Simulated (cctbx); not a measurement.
# Lattice, Laue class and space group of a new crystal

Cell: a = 4.0660 Å, b = 4.0660 Å, c = 12.6340 Å, α = 90.00°, β = 90.00°, γ = 90.00°. Expected content of the cell: W4 Ag4 Cu4.

Simulated single-crystal data (cctbx): synchrotron X-rays, λ = 0.6889 Å, to d = 0.8 Å, 95 % of the full sphere, strongest reflection 5000 counts, noise from counting, a 2 % proportional error and a noise floor of 8 counts (s.d.); no absorption, some extinction.

Tests on the unmerged data give:

```text
1598 reflections to d = 0.805 A
centring   violations  <I/sigma> of those
    A        342 of   814      6.8
    B        337 of   807      6.8
    C        327 of   811      5.2
    I          0 of   808      0.0
    R        431 of  1062      6.9
    F        503 of  1216      6.3
Laue class    unique    Rint  (classes that these axes allow; Friedel mates merged)
I 1 2/m 1         242   0.030
I 1 1 2/m         222   0.030
I 2/m 1 1         242   0.030
I m m m           143   0.033
I 4/m             115   0.033
I 4/m m m          85   0.034
space group    extra absences  I>4sigma  <I/sigma>
I 4 2 2                 0          0         -  acentric
I 4 m m                 0          0         -  acentric
I -4 m 2                0          0         -  acentric
I -4 2 m                0          0         -  acentric
I 4/m m m               0          0         -  centric
Wilson B = 0.92 A^2   <|E^2-1|> = 0.707 (0.968 centric, 0.736 acentric)   E^2>4: 0.0 %
shell (A)         n   <I/sigma>
 6.32 - 1.53     17     45.3
 1.53 - 1.22     14     47.4
 1.22 - 1.07     11     50.7
 1.07 - 0.97     10     24.4
 0.97 - 0.90     14     49.9
 0.90 - 0.85     10     37.0
 0.85 - 0.80      9     29.6
```

Q: Read the symmetry from these tables.

The reflections that I centring forbids are absent (⟨I/σ⟩ near 0), so the lattice is I.

Rint stays low (0.030 to 0.034) up to I 4/m m m, the highest class in these axes.

5 settings pass the absence test. No glide or screw absences show, which leaves I 4 2 2, I 4 m m, I -4 m 2, I -4 2 m and I 4/m m m.

⟨|E²−1|⟩ = 0.707 leans to a non-centrosymmetric structure. Here that hint misleads: the statistic assumes many like atoms on general positions, and few, heavy or special-position atoms break it. The Wilson B of 0.92 Å² means U ≈ 0.0117 Å².

The true group is I4/mmm (no. 139), Laue class 4/mmm, centrosymmetric. The tables only narrow the choice to the tied entries; cell content, site symmetry and trial solutions must settle it.

This is a model crystal, built by substitution and not relaxed, with assumed displacement parameters.

[Logs are printed without paths, hosts, clocks, repeated set-up lines and the standing remarks that a program may print on its own settings, such as how far it seeks lower states.]
